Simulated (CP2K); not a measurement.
Two runs for the C K edge of 3-isocyanofuran. Run A: CP2K XAS_TDP, all-electron GAPW, PBEh(45%), aug-cc-pVDZ, TDA, no relativity. Run B differs in one setting.

First lines with a strength over 0.0015. A:

```
                     atom  energy (eV)  states  strength, one atom
         C1 (bonded to N)       281.53       1              0.0663
                                281.60       1              0.0723
                                286.72       1              0.0015
                                287.24       1              0.0053
                                287.60       1              0.0017
 C3 (bonded to 2 C and N)       283.23       1              0.0411
                                285.68       1              0.0024
                                286.06       1              0.0022
                                286.59       1              0.0041
                                287.18       1              0.0125
 C4 (bonded to 2 C and H)       282.09       1              0.0480
                                283.82       1              0.0034
                                284.75       1              0.0119
                                285.43       1              0.0082
                                285.80       1              0.0031
C5 (bonded to C, O and H)       282.76       1              0.0543
                                285.84       1              0.0018
                                285.90       1              0.0208
                                286.50       1              0.0193
                                287.06       1              0.0031
C7 (bonded to C, O and H)       282.57       1              0.0526
                                286.12       1              0.0214
                                286.72       1              0.0173
                                287.04       1              0.0040
                                287.22       1              0.0041
```

B:

```
                     atom  energy (eV)  states  strength, one atom
         C1 (bonded to N)       281.80       1              0.0663
                                281.87       1              0.0722
                                287.00       1              0.0016
                                287.52       1              0.0053
                                287.88       1              0.0017
 C3 (bonded to 2 C and N)       283.54       1              0.0411
                                285.97       1              0.0025
                                286.38       1              0.0022
                                286.89       1              0.0040
                                287.49       1              0.0122
 C4 (bonded to 2 C and H)       282.31       1              0.0483
                                284.05       1              0.0034
                                285.02       1              0.0123
                                285.68       1              0.0082
                                286.07       1              0.0029
C5 (bonded to C, O and H)       283.04       1              0.0544
                                286.11       1              0.0018
                                286.19       1              0.0212
                                286.80       1              0.0192
                                287.35       1              0.0030
C7 (bonded to C, O and H)       282.85       1              0.0527
                                286.41       1              0.0218
                                287.02       1              0.0175
                                287.32       1              0.0037
                                287.51       1              0.0041
```

Q: Which was it: the functional, scalar relativity switched on, GW2X switched on, the basis?

Scalar relativity switched on. Relativity shifts all lines of an element by nearly the same amount and keeps their strengths. Against PBEh(45%) in aug-cc-pVDZ, the leading lines move by +0.27 eV (C1, to 281.80), +0.31 eV (C3, to 283.54), +0.22 eV (C4, to 282.31), +0.28 eV (C5, to 283.04) and +0.28 eV (C7, to 282.85).

[Banner, clock and machine lines of the logs are left out without a mark of their own.]

[Logs are printed without paths, hosts, clocks, repeated set-up lines and the standing remarks that a program may print on its own settings, such as how far it seeks lower states.]

[Hosts, paths, dates, database ids (printed as entryN), source tags and the programs' standing remarks are cut or masked in the printed files.]
